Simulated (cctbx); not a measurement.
**Resonant diffraction in Tb2NdCo2Ge4**

Space group C2/m (no. 12), a = 10.5950 Å, b = 4.1910 Å, c = 8.2440 Å, α = 90.00°, β = 106.79°, γ = 90.00°.

```csv
atom,mult.,x,y,z,Ueq (Å²)
Tb1,4,0.8760,1/2,0.3009,0.0073
Nd1,2,0,0,0,0.0129
Ge1,4,0.5993,1/2,0.4024,0.0105
Ge2,4,0.7977,1/2,0.9201,0.0141
Co1,4,0.6929,0,0.3723,0.0245
```

The model is made up (kin elements in a known structure type, no relaxation), so it says nothing on whether the phase exists.

Calculated with cctbx: free-atom f′ and f″ from the Sasaki tables, no fine structure; amplitudes in electrons.

| E (eV) | F 2 0 2 | F 0 0 1 | F 2 0 3 | F 0 0 3 |
| --- | --- | --- | --- | --- |
| 5608 | 22.4 | 34.2 | 222.2 | 324.9 |
| 5958 | 19.2 | 37.2 | 223.8 | 318.7 |
| 6088 | 16.3 | 40.1 | 226.1 | 314.5 |
| 6148 | 13.4 | 43.1 | 228.7 | 311.0 |
| 6178 | 10.8 | 45.9 | 231.2 | 307.9 |
| 6193 | 8.0 | 48.9 | 234.0 | 304.9 |
| 6200 | 5.6 | 51.6 | 236.5 | 302.2 |
| 6204 | 3.4 | 54.5 | 239.2 | 299.3 |
| 6212 | 11.0 | 56.7 | 239.4 | 300.1 |
| 6216 | 11.8 | 53.5 | 236.2 | 303.3 |
| 6223 | 13.2 | 50.6 | 233.4 | 306.0 |
| 6238 | 15.1 | 47.5 | 230.3 | 308.9 |
| 6268 | 17.3 | 44.4 | 227.2 | 311.6 |
| 6358 | 20.5 | 40.1 | 222.7 | 314.6 |
| 6608 | 22.4 | 37.0 | 218.9 | 313.7 |

**Question.** Which edge is crossed, and why do the reflections move as they do?

The L3 edge of Nd. The edge is at 6208 eV. f′ of Nd falls from -11.8 e at 6088 eV to -19.3 e at 4 eV below it, and f″ steps from 3.56 to 10.63 e across it. Over that approach |F| changes by -79 % (2 0 2), +36 % (0 0 1), +6 % (2 0 3) and -5 % (0 0 3): a reflection falls where Nd scatters in phase with the total and rises where it scatters against it; it hardly moves where the Nd term is small or cancels by symmetry. Above the edge the larger f″ enters the imaginary part, where it can add to or cancel the other atoms' f″. The structure is centrosymmetric, so Friedel mates stay equal.

[Logs are printed without paths, hosts, clocks, repeated set-up lines and the standing remarks that a program may print on its own settings, such as how far it seeks lower states.]
